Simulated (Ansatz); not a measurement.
# Lattice dynamics of V2CF2 monolayer

How does V2CF2 monolayer vibrate, and is this structure a minimum?

Main program and level: Ansatz 0.2.0; DFT LDA, scalar-relativistic, plane waves, PAW.

## 1. Set-up

The cell holds 5 atoms: 1 C, 2 V and 2 F. Its edges and angles: a = 2.900 Å, b = 2.900 Å, c = 20.000 Å, α = 90.0°, β = 90.0°, γ = 120.0°. Vacuum lies along c.

## 2. Coarse relaxation

The start is far from rest, so a relaxation with loose tolerances brings it close first.

The program solves this slab on a cell height of its own, 33.2 Å, in place of the one typed.

Input file input.yaml:

```yaml
crystal:
  lattice:
    - [2.9, 0.0, 0.0]
    - [-1.45, 2.51147, 0.0]
    - [0.0, 0.0, 20.0]
  atoms:
    - { symbol: C, position: [0.0, 0.0, 0.5] }
    - { symbol: V, position: [0.333333, 0.666667, 0.56] }
    - { symbol: V, position: [0.666667, 0.333333, 0.44] }
    - { symbol: F, position: [0.666667, 0.333333, 0.6175] }
    - { symbol: F, position: [0.333333, 0.666667, 0.3825] }
  periodic: [true, true, false]
kpoints:
  mp_grid: { grid: [9, 9, 1] }
hamiltonian:
  xc: lda
scf:
  occupations: { method: gaussian, width: 0.1 }
output:
  forces: true
  stress: true
  eigenvalues: true
relax:
  adjacent_minimum: "off"
  f_tol: 0.05
  max_steps: 80
  cell: { stress_2d_tol: 0.02 }
```

Launch:

```bash
$ ansatz run input.yaml --threads 8 --pin off --max-ram 14336MiB --backend cpu --events-out ev --progress --plain --runs-dir out
```

Numbers of over 12 decimals in the logs are rounded to 6 here.

Log:

```text
[...]
cell:  # Å, volume = 244.9780 Å³
    - [2.918967, 0.0, 0]
    - [-1.459484, 2.527900, 0]
    - [0, 0, 33.2]
  atoms:
    - { symbol: C, position: [0, 0, 0.301205] }
    - { symbol: V, position: [0.333333, 0.666667, 0.331675] }
    - { symbol: V, position: [0.666667, 0.333333, 0.270735] }
    - { symbol: F, position: [0.666667, 0.333333, 0.369218] }
    - { symbol: F, position: [0.333333, 0.666667, 0.233192] }
[key lines of the parts left out:]
SCF converged after 7 iterations
Free energy (F): -7554.427581 eV
Fermi energy:    -5.397450 eV
P = ½ c Tr σ = 0.0090 N/m
```

It took 12 s on 8 threads of Arm Neoverse V1, shared host; peak memory 0.72 GiB.

This run has no spin polarisation, although V can carry a moment.

The steps of the relaxation:

```csv
step,energy less that of the first step (eV),largest force component (eV/Å),volume (Å³)
1,0.0000,3.4192,241.80
2,-0.5482,2.7097,238.66
3,-0.3603,4.2156,240.49
4,-0.7875,0.2055,242.36
5,-0.7929,0.1169,243.39
6,-0.7933,0.0498,244.01
7,-0.7928,0.0006,244.86
8,-0.7929,0.0001,244.77
9*,-0.7963,0.0003,244.77
10,-0.7961,0.0002,244.98
11*,-0.7962,0.0002,244.98
```

Relaxation steps marked * repeat the geometry before them on a plane-wave basis chosen anew for their cell, so energy and pressure can jump there. Relaxation step 3 was tried and not accepted.

Forces are held to the 12 operations that the run works with; a distortion that breaks them can't arise in this run.

```csv
cell as run,before,after,change
a (Å),2.900,2.919,+0.7 %
b (Å),2.900,2.919,+0.7 %
```

The atoms that moved most (Å, along periodic axes as changes of fractional coordinates times the final cell, across vacuum about the mean position):

```csv
atom,dx,dy,dz,length
V3,0.000,0.000,0.188,0.188
V2,0.000,0.000,-0.188,0.188
F4,0.000,0.000,-0.092,0.092
F5,0.000,0.000,0.092,0.092
```

Numbers from this step:

| Quantity | Value |
| --- | --- |
| gap on the k-mesh | 0 eV |
| area per atom | 1.476 Å² |

The relaxation ends with a largest force component of 2.1e-4 eV/Å.

## 3. Bringing the structure to rest

The cell and atoms are relaxed, since residual forces and stress would shift the frequencies.

Input file input.yaml:

```yaml
crystal:
  lattice:
    - [2.9189671266, 0.0, 0.0]
    - [-1.4594835633, 2.5278996844, 0.0]
    - [0.0, 0.0, 33.2]
  atoms:
    - { symbol: C, position: [0.0, 0.0, 0.3012048193] }
    - { symbol: V, position: [0.3333333333, 0.6666666667, 0.3316749804] }
    - { symbol: V, position: [0.6666666667, 0.3333333333, 0.2707346581] }
    - { symbol: F, position: [0.6666666667, 0.3333333333, 0.369217879] }
    - { symbol: F, position: [0.3333333333, 0.6666666667, 0.2331917595] }
  periodic: [true, true, false]
kpoints:
  mp_grid: { grid: [15, 15, 1] }
hamiltonian:
  xc: lda
scf:
  occupations: { method: gaussian, width: 0.1 }
output:
  forces: true
  stress: true
  eigenvalues: true
  write_density: true
  write_potential: true
  elf: true
  volumetric_format: npy
relax:
  adjacent_minimum: "off"
  f_tol: 0.005
  max_steps: 80
  cell: { stress_2d_tol: 0.02 }
```

Log:

```text
[...]
Crystal: 5 atoms, lattice volume = 244.978 Å³
Basis set: ecut = 420 eV, 4731 PW (Γ)
Bands: 27, of which v1, the nominal top of the filled ones, is band 22 counted from 1 (21 counted from 0)
Symmetry: 12 space group operations
[...]
k-points: 27 of 225
[...]
SCF iter   1: F=—  HF=-7554.461591 eV  |F-HF|=—  |Δ(HF+E_count)|=         —  Δρ=9.13e-3  dr2=1.59e-1  ethr=1.77e-3  ⟨swp⟩=12.0  Hψ=5247  notcnv=0
[...]
SCF iter   9: F=-7554.424624 eV  HF=-7554.424624 eV  |F-HF|=7.46e-11  |Δ(HF+E_count)|=   5.35e-9  Δρ=1.01e-7  dr2=1.28e-11  ethr=1.00e-12  ⟨swp⟩=8.4  Hψ=5164  notcnv=0
SCF 1 converged in 9 iterations: F = -7554.424624 eV  dr2 = 1.28e-11
[...]
relax step   1: F+E_penalty+E_count = -7554.42462366 eV  Δ(F+E_penalty+E_count) = +0.000e0 eV  max|allowed force component| = 9.668e-3 eV/Å  Δτ_max = 0.0000 Å  P = +0.012 N/m  Ω = 244.978 Å³  fix = [c, alpha, beta]  reactions: c +0.000 N/m  (9 SCF iters, dr2 threshold 1.00e-7 eV, accepted)
Crystal: 5 atoms, lattice volume = 244.988 Å³
[...]
SCF iter   4: F=-7554.424615 eV  HF=-7554.424615 eV  |F-HF|=1.07e-10  |Δ(HF+E_count)|=   2.67e-9  Δρ=9.12e-7  dr2=9.89e-10  ethr=1.33e-11  ⟨swp⟩=13.5  Hψ=6626  notcnv=0
SCF 2 converged in 4 iterations: F = -7554.424615 eV  dr2 = 9.89e-10
relax step   2: F+E_penalty+E_count = -7554.42461498 eV  Δ(F+E_penalty+E_count) = +8.675e-6 eV  max|allowed force component| = 2.668e-3 eV/Å  Δτ_max = 0.0001 Å  P = +0.004 N/m  Ω = 244.988 Å³  energy of the carried Pulay correction = -1.102e-5 eV  fix = [c, alpha, beta]  reactions: c +0.000 N/m  (4 SCF iters, dr2 threshold 5.84e-9 eV, accepted)
[...]
SCF iter   8: F=-7554.424627 eV  HF=-7554.424627 eV  |F-HF|=5.82e-11  |Δ(HF+E_count)|=  1.27e-11  Δρ=3.44e-8  dr2=1.69e-12  ethr=1.00e-12  ⟨swp⟩=7.0  Hψ=3182  notcnv=0
SCF 3 converged in 8 iterations: F = -7554.424627 eV  dr2 = 1.69e-12
relax step   3: F+E_penalty+E_count = -7554.42462656 eV  Δ(F+E_penalty+E_count) = -1.158e-5 eV  max|allowed force component| = 2.663e-3 eV/Å  Δτ_max = 0.0000 Å  P = +0.005 N/m  Ω = 244.988 Å³  fix = [c, alpha, beta]  reactions: c +0.000 N/m  stress off target by 4.74e-3 N/m on what of the cell is left free  SCF on the basis re-selected at this cell (its energy is not comparable with the rows above)  (8 SCF iters)
[...]
WARN: The output density's exchange-correlation potential varies sharply where the density is thin. Do not read a vacuum level from v_tot or v_xc, or from such a field of the output density. On a cell that repeats whose density bears no net charge and no dipole along the vacuum's axis use v_es (v_loc + v_h of the components); under efield.dipole_correction with no amplitude use v_es + v_field, which holds any externa [...]
SCF converged after 8 iterations
Free energy (F): -7554.424627 eV
[...]
Internal energy: -7554.414778 eV  (E = F + TS)
E sigma→0 (E₀):  -7554.419702 eV
Entropy (-TS):   -0.009849 eV (-1.970 meV/atom)
Fermi energy:    -5.280309 eV
[...]
--- Forces (eV/Å), atoms counted from 1 ---
  atom   1  C     -0.00000000    -0.00000000     0.00000000
  atom   2  V      0.00000000     0.00000000     0.00266293
  atom   3  V     -0.00000000    -0.00000000    -0.00266293
  atom   4  F     -0.00000000    -0.00000000    -0.00110150
  atom   5  F      0.00000000     0.00000000     0.00110150
  max |Σ_I F_I| component: 1.39e-17 eV/Å
--- 2D stress c σ (N/m, compression-positive) ---
        0.004744       0.000000      -0.000000
        0.000000       0.004744      -0.000000
       -0.000000      -0.000000       0.000000
  P = ½ c Tr σ = 0.0047 N/m
--- Band table (eV; the first three rows and the last of 27) ---
  k-point 0: bands = [... 18 lower, -9.1600, -9.1600, -6.7144, -6.7144, -5.8749, -4.7462, -4.7462, -4.4968, ... 1 higher]
  k-point 1: bands = [... 18 lower, -9.3369, -9.2153, -6.7611, -6.6234, -5.8532, -4.7784, -4.7296, -4.5112, ... 1 higher]
  k-point 2: bands = [... 18 lower, -9.7084, -9.3412, -6.9408, -6.3795, -5.7564, -4.8203, -4.6789, -4.5214, ... 1 higher]
  k-point 26: bands = [... 18 lower, -10.7283, -9.6186, -5.9865, -5.5824, -5.5824, -4.2852, -4.2852, -3.9474, ... 1 higher]
--- Relaxed structure (2 steps of the walk, 2 accepted, 1 SCFs on fresh bases) ---
[...]
cell:  # Å, volume = 244.9883 Å³
    - [2.919028, 0.0, 0]
    - [-1.459514, 2.527953, 0]
    - [0, 0, 33.2]
  atoms:
    - { symbol: C, position: [0, 0, 0.301205] }
    - { symbol: V, position: [0.333333, 0.666667, 0.331679] }
    - { symbol: V, position: [0.666667, 0.333333, 0.270731] }
    - { symbol: F, position: [0.666667, 0.333333, 0.369214] }
    - { symbol: F, position: [0.333333, 0.666667, 0.233196] }
```

Run time: 7.5 s. Hardware: 8 threads; peak memory 0.82 GiB.

Little changed from the start: no atom moved by 0.005 Å and no cell edge by 0.1 %.

ELF in the ac plane at fractional y = 0.333, with atoms of V and F within 0.2 Å of it. It is the smooth field of the valence electrons, not physical close to the nuclei.

Values, 24 rows by 15 columns, each cell a mean:
```
0.00 0.00 0.00 0.00 0.00 0.00 0.00 0.00 0.00 0.00 0.00 0.00 0.00 0.00 0.00
0.00 0.00 0.00 0.00 0.00 0.00 0.00 0.00 0.00 0.00 0.00 0.00 0.00 0.00 0.00
0.00 0.00 0.00 0.00 0.00 0.00 0.00 0.00 0.00 0.00 0.00 0.00 0.00 0.00 0.00
0.00 0.00 0.00 0.00 0.00 0.00 0.00 0.00 0.00 0.00 0.00 0.00 0.00 0.00 0.00
0.00 0.00 0.00 0.00 0.00 0.00 0.00 0.00 0.00 0.00 0.00 0.00 0.00 0.00 0.00
0.00 0.00 0.00 0.00 0.00 0.00 0.00 0.00 0.00 0.00 0.00 0.00 0.00 0.00 0.00
0.00 0.00 0.00 0.00 0.00 0.00 0.00 0.00 0.00 0.00 0.00 0.00 0.00 0.00 0.00
0.00 0.00 0.00 0.00 0.00 0.00 0.00 0.00 0.00 0.00 0.00 0.00 0.00 0.00 0.00
0.00 0.00 0.00 0.00 0.00 0.00 0.00 0.00 0.00 0.00 0.00 0.00 0.00 0.00 0.00
0.00 0.00 0.00 0.00 0.00 0.00 0.00 0.00 0.00 0.00 0.00 0.00 0.00 0.00 0.00
0.00 0.00 0.00 0.00 0.00 0.00 0.00 0.00 0.00 0.00 0.00 0.00 0.00 0.00 0.00
0.00 0.00 0.00 0.00 0.00 0.00 0.00 0.00 0.00 0.00 0.00 0.00 0.00 0.00 0.00
0.00 0.00 0.00 0.00 0.00 0.00 0.00 0.00 0.00 0.00 0.00 0.00 0.00 0.00 0.00
0.00 0.00 0.00 0.00 0.00 0.00 0.01 0.02 0.03 0.03 0.03 0.03 0.03 0.02 0.01
0.23 0.06 0.01 0.01 0.06 0.23 0.42 0.54 0.61 0.62 0.62 0.62 0.61 0.54 0.42
0.20 0.12 0.13 0.13 0.12 0.20 0.35 0.48 0.54 0.52 0.49 0.52 0.54 0.48 0.35
0.39 0.44 0.46 0.46 0.44 0.39 0.31 0.25 0.22 0.22 0.22 0.22 0.22 0.25 0.31
0.15 0.23 0.32 0.32 0.23 0.15 0.23 0.47 0.64 0.70 0.70 0.70 0.64 0.46 0.23
0.34 0.47 0.53 0.53 0.47 0.34 0.18 0.07 0.05 0.07 0.07 0.07 0.05 0.07 0.18
0.03 0.05 0.06 0.06 0.05 0.03 0.02 0.01 0.00 0.00 0.00 0.00 0.00 0.01 0.02
0.00 0.00 0.00 0.00 0.00 0.00 0.00 0.00 0.00 0.00 0.00 0.00 0.00 0.00 0.00
0.00 0.00 0.00 0.00 0.00 0.00 0.00 0.00 0.00 0.00 0.00 0.00 0.00 0.00 0.00
0.00 0.00 0.00 0.00 0.00 0.00 0.00 0.00 0.00 0.00 0.00 0.00 0.00 0.00 0.00
0.00 0.00 0.00 0.00 0.00 0.00 0.00 0.00 0.00 0.00 0.00 0.00 0.00 0.00 0.00
```
Columns run along a (2.9 Å), rows up along c (33.2 Å). Atoms in or near the plane, at fractional coordinates: V at (0.67, 0.27), F at (0.67, 0.37).

Electrostatic potential energy in the ac plane at fractional y = 0.333, with atoms of V and F within 0.2 Å of it. With pseudopotentials it is smooth inside the atoms' cores, unlike the true potential.

Values in eV, 24 rows by 15 columns, each cell a mean:
```
  0   0   0   0   0   0   0   0   0   0   0   0   0   0   0
  0   0   0   0   0   0   0   0   0   0   0   0   0   0   0
  0   0   0   0   0   0   0   0   0   0   0   0   0   0   0
  0   0   0   0   0   0   0   0   0   0   0   0   0   0   0
  0   0   0   0   0   0   0   0   0   0   0   0   0   0   0
  0   0   0   0   0   0   0   0   0   0   0   0   0   0   0
  0   0   0   0   0   0   0   0   0   0   0   0   0   0   0
  0   0   0   0   0   0   0   0   0   0   0   0   0   0   0
  0   0   0   0   0   0   0   0   0   0   0   0   0   0   0
  0   0   0   0   0   0   0   0   0   0   0   0   0   0   0
  0   0   0   0   0   0   0   0   0   0   0   0   0   0   0
  0   0   0   0   0   0   0   0   0   0   0   0   0   0   0
  0   0   0   0   0   0   0   0   0   0   0   0   0   0   0
  0   0   0   0   0   0   0   0   0   0   0   0   0   0   0
 -1  -1  -1  -1  -1  -1  -2  -7 -11 -13 -14 -13 -11  -7  -2
-10 -12 -14 -14 -12 -10  -8 -15 -18 -19 -20 -19 -18 -15  -8
-11 -14 -15 -15 -14 -11 -10 -10 -11 -12 -12 -12 -11 -10 -10
-13  -8  -7  -7  -8 -13 -25 -29 -30 -30 -30 -30 -30 -29 -25
 -3  -3  -3  -3  -3  -3  -4  -5  -6  -7  -8  -7  -6  -5  -4
  0   0   0   0   0   0   0   0   0   0   0   0   0   0   0
  0   0   0   0   0   0   0   0   0   0   0   0   0   0   0
  0   0   0   0   0   0   0   0   0   0   0   0   0   0   0
  0   0   0   0   0   0   0   0   0   0   0   0   0   0   0
  0   0   0   0   0   0   0   0   0   0   0   0   0   0   0
```
Columns run along a (2.9 Å; values clipped at the 3rd and 97th percentile), rows up along c (33.2 Å). Atoms in or near the plane, at fractional coordinates: V at (0.67, 0.27), F at (0.67, 0.37).

Valence density in the ac plane at fractional y = 0.333, with atoms of V and F within 0.2 Å of it. It is the smooth field of the valence electrons, not physical close to the nuclei.

Ten steps, logarithmic in the rise over the least value, from '0' (0.00 × 1e0 e/Å³) to '9' (9.91 × 1e0 e/Å³), each cell a mean:
```
000000000000000
000000000000000
000000000000000
000000000000000
000000000000000
000000000000000
000000000000000
000000000000000
000000000000000
000000000000000
000000000000000
000000000000000
000000000000000
000000000000000
100001245777542
333333356888653
344443333444333
333333468999864
223322111121111
000000000000000
000000000000000
000000000000000
000000000000000
000000000000000
```
Columns run along a (2.9 Å), rows up along c (33.2 Å). Atoms in or near the plane, at fractional coordinates: V at (0.67, 0.27), F at (0.67, 0.37).

## 4. Tight relaxation

Phonons need a cell at rest on their own settings, so the relaxation is repeated with tight tolerances on forces and stress, using the mesh and the filling of the phonon run that follows.

Input file input.yaml:

```yaml
crystal:
  lattice:
    - [2.9190283276, 0.0, 0.0]
    - [-1.4595141638, 2.5279526861, 0.0]
    - [0.0, 0.0, 33.2]
  atoms:
    - { symbol: C, position: [0.0, 0.0, 0.3012048193] }
    - { symbol: V, position: [0.3333333333, 0.6666666667, 0.3316787447] }
    - { symbol: V, position: [0.6666666667, 0.3333333333, 0.2707308938] }
    - { symbol: F, position: [0.6666666667, 0.3333333333, 0.3692140022] }
    - { symbol: F, position: [0.3333333333, 0.6666666667, 0.2331956363] }
  periodic: [true, true, false]
kpoints:
  mp_grid: { grid: [18, 18, 1] }
hamiltonian:
  xc: lda
scf:
  occupations: { method: methfessel_paxton, width: 0.15 }
output:
  forces: true
  stress: true
  eigenvalues: true
  write_density: true
  write_potential: true
  elf: true
  volumetric_format: npy
relax:
  adjacent_minimum: "off"
  f_tol: 0.001
  max_steps: 60
  cell: { stress_2d_tol: 0.002 }
```

Log:

```text
[...]
Crystal: 5 atoms, lattice volume = 244.988 Å³
Basis set: ecut = 420 eV, 4731 PW (Γ)
Bands: 27, of which v1, the nominal top of the filled ones, is band 22 counted from 1 (21 counted from 0)
Symmetry: 12 space group operations
[...]
k-points: 37 of 324
[...]
cell:  # Å, volume = 244.9110 Å³
    - [2.918568, 0.0, 0]
    - [-1.459284, 2.527554, 0]
    - [0, 0, 33.2]
  atoms:
    - { symbol: C, position: [0, 0, 0.30120481926] }
    - { symbol: V, position: [0.333333, 0.666667, 0.331693] }
    - { symbol: V, position: [0.666667, 0.333333, 0.270716] }
    - { symbol: F, position: [0.666667, 0.333333, 0.369227] }
    - { symbol: F, position: [0.333333, 0.666667, 0.233182] }
[key lines of the parts left out:]
SCF converged after 10 iterations
Free energy (F): -7554.419645 eV
Fermi energy:    -5.274327 eV
P = ½ c Tr σ = -0.0011 N/m
```

Run time: 17 s. Hardware: 8 threads; peak memory 0.83 GiB; 2.2 min of CPU time.

Little changed from the start: no atom moved by 0.005 Å and no cell edge by 0.1 %.

Numbers from this step:

| Quantity | Value |
| --- | --- |
| area per atom | 1.475 Å² |

ELF in the ac plane at fractional y = 0.333, with atoms of V and F within 0.2 Å of it. It is the smooth field of the valence electrons, not physical close to the nuclei.

Values, 24 rows by 15 columns, each cell a mean:
```
0.00 0.00 0.00 0.00 0.00 0.00 0.00 0.00 0.00 0.00 0.00 0.00 0.00 0.00 0.00
0.00 0.00 0.00 0.00 0.00 0.00 0.00 0.00 0.00 0.00 0.00 0.00 0.00 0.00 0.00
0.00 0.00 0.00 0.00 0.00 0.00 0.00 0.00 0.00 0.00 0.00 0.00 0.00 0.00 0.00
0.00 0.00 0.00 0.00 0.00 0.00 0.00 0.00 0.00 0.00 0.00 0.00 0.00 0.00 0.00
0.00 0.00 0.00 0.00 0.00 0.00 0.00 0.00 0.00 0.00 0.00 0.00 0.00 0.00 0.00
0.00 0.00 0.00 0.00 0.00 0.00 0.00 0.00 0.00 0.00 0.00 0.00 0.00 0.00 0.00
0.00 0.00 0.00 0.00 0.00 0.00 0.00 0.00 0.00 0.00 0.00 0.00 0.00 0.00 0.00
0.00 0.00 0.00 0.00 0.00 0.00 0.00 0.00 0.00 0.00 0.00 0.00 0.00 0.00 0.00
0.00 0.00 0.00 0.00 0.00 0.00 0.00 0.00 0.00 0.00 0.00 0.00 0.00 0.00 0.00
0.00 0.00 0.00 0.00 0.00 0.00 0.00 0.00 0.00 0.00 0.00 0.00 0.00 0.00 0.00
0.00 0.00 0.00 0.00 0.00 0.00 0.00 0.00 0.00 0.00 0.00 0.00 0.00 0.00 0.00
0.00 0.00 0.00 0.00 0.00 0.00 0.00 0.00 0.00 0.00 0.00 0.00 0.00 0.00 0.00
0.00 0.00 0.00 0.00 0.00 0.00 0.00 0.00 0.00 0.00 0.00 0.00 0.00 0.00 0.00
0.00 0.00 0.00 0.00 0.00 0.00 0.01 0.02 0.03 0.03 0.03 0.03 0.03 0.02 0.01
0.23 0.06 0.01 0.01 0.06 0.23 0.42 0.54 0.61 0.62 0.62 0.62 0.61 0.54 0.42
0.20 0.12 0.13 0.13 0.12 0.20 0.35 0.48 0.54 0.52 0.49 0.52 0.54 0.48 0.35
0.39 0.44 0.46 0.46 0.44 0.39 0.31 0.25 0.22 0.22 0.22 0.22 0.22 0.25 0.31
0.15 0.23 0.32 0.32 0.23 0.15 0.23 0.47 0.64 0.70 0.70 0.70 0.64 0.46 0.23
0.34 0.47 0.53 0.53 0.47 0.34 0.18 0.07 0.05 0.07 0.07 0.07 0.05 0.07 0.18
0.03 0.05 0.06 0.06 0.05 0.03 0.02 0.01 0.00 0.00 0.00 0.00 0.00 0.01 0.02
0.00 0.00 0.00 0.00 0.00 0.00 0.00 0.00 0.00 0.00 0.00 0.00 0.00 0.00 0.00
0.00 0.00 0.00 0.00 0.00 0.00 0.00 0.00 0.00 0.00 0.00 0.00 0.00 0.00 0.00
0.00 0.00 0.00 0.00 0.00 0.00 0.00 0.00 0.00 0.00 0.00 0.00 0.00 0.00 0.00
0.00 0.00 0.00 0.00 0.00 0.00 0.00 0.00 0.00 0.00 0.00 0.00 0.00 0.00 0.00
```
Columns run along a (2.9 Å), rows up along c (33.2 Å). Atoms in or near the plane, at fractional coordinates: V at (0.67, 0.27), F at (0.67, 0.37).

Valence density in the ac plane at fractional y = 0.333, with atoms of V and F within 0.2 Å of it. It is the smooth field of the valence electrons, not physical close to the nuclei.

Ten steps, logarithmic in the rise over the least value, from '_' (0.00 × 1e0 e/Å³) to '@' (9.91 × 1e0 e/Å³), each cell a mean:
```
______________________________
______________________________
______________________________
______________________________
______________________________
______________________________
______________________________
______________________________
______________________________
______________________________
______________________________
______________________________
______________________________
______________________________
..________..::==++######++==::
--------------++**%%%%%%**++--
--========--------======------
------------==**%%@@@@@@%%**==
::::----::::........::........
______________________________
______________________________
______________________________
______________________________
______________________________
```
Columns run along a (2.9 Å), rows up along c (33.2 Å). Atoms in or near the plane, at fractional coordinates: V at (0.67, 0.27), F at (0.67, 0.37).

Electrostatic potential energy in the ac plane at fractional y = 0.333, with atoms of V and F within 0.2 Å of it. With pseudopotentials it is smooth inside the atoms' cores, unlike the true potential.

Values in eV, 24 rows by 15 columns, each cell a mean:
```
  0   0   0   0   0   0   0   0   0   0   0   0   0   0   0
  0   0   0   0   0   0   0   0   0   0   0   0   0   0   0
  0   0   0   0   0   0   0   0   0   0   0   0   0   0   0
  0   0   0   0   0   0   0   0   0   0   0   0   0   0   0
  0   0   0   0   0   0   0   0   0   0   0   0   0   0   0
  0   0   0   0   0   0   0   0   0   0   0   0   0   0   0
  0   0   0   0   0   0   0   0   0   0   0   0   0   0   0
  0   0   0   0   0   0   0   0   0   0   0   0   0   0   0
  0   0   0   0   0   0   0   0   0   0   0   0   0   0   0
  0   0   0   0   0   0   0   0   0   0   0   0   0   0   0
  0   0   0   0   0   0   0   0   0   0   0   0   0   0   0
  0   0   0   0   0   0   0   0   0   0   0   0   0   0   0
  0   0   0   0   0   0   0   0   0   0   0   0   0   0   0
  0   0   0   0   0   0   0   0   0   0   0   0   0   0   0
 -1  -1  -1  -1  -1  -1  -2  -7 -11 -13 -14 -13 -11  -7  -2
-10 -12 -14 -14 -12 -10  -8 -15 -18 -19 -20 -19 -18 -15  -8
-11 -14 -15 -15 -14 -11 -10 -10 -11 -12 -12 -12 -11 -10 -10
-13  -8  -7  -7  -8 -13 -25 -29 -30 -30 -30 -30 -30 -29 -25
 -3  -3  -3  -3  -3  -3  -4  -5  -6  -7  -8  -7  -6  -5  -4
  0   0   0   0   0   0   0   0   0   0   0   0   0   0   0
  0   0   0   0   0   0   0   0   0   0   0   0   0   0   0
  0   0   0   0   0   0   0   0   0   0   0   0   0   0   0
  0   0   0   0   0   0   0   0   0   0   0   0   0   0   0
  0   0   0   0   0   0   0   0   0   0   0   0   0   0   0
```
Columns run along a (2.9 Å; values clipped at the 3rd and 97th percentile), rows up along c (33.2 Å). Atoms in or near the plane, at fractional coordinates: V at (0.67, 0.27), F at (0.67, 0.37).

The largest force component left is 0.18 meV/Å, within the tolerances set.

(Continued in part 2 of 2.)

[Logs are printed without paths, hosts, clocks, repeated set-up lines and the standing remarks that a program may print on its own settings, such as how far it seeks lower states.]

[Hosts, paths, dates, database ids (printed as entryN), source tags and the programs' standing remarks are cut or masked in the printed files.]
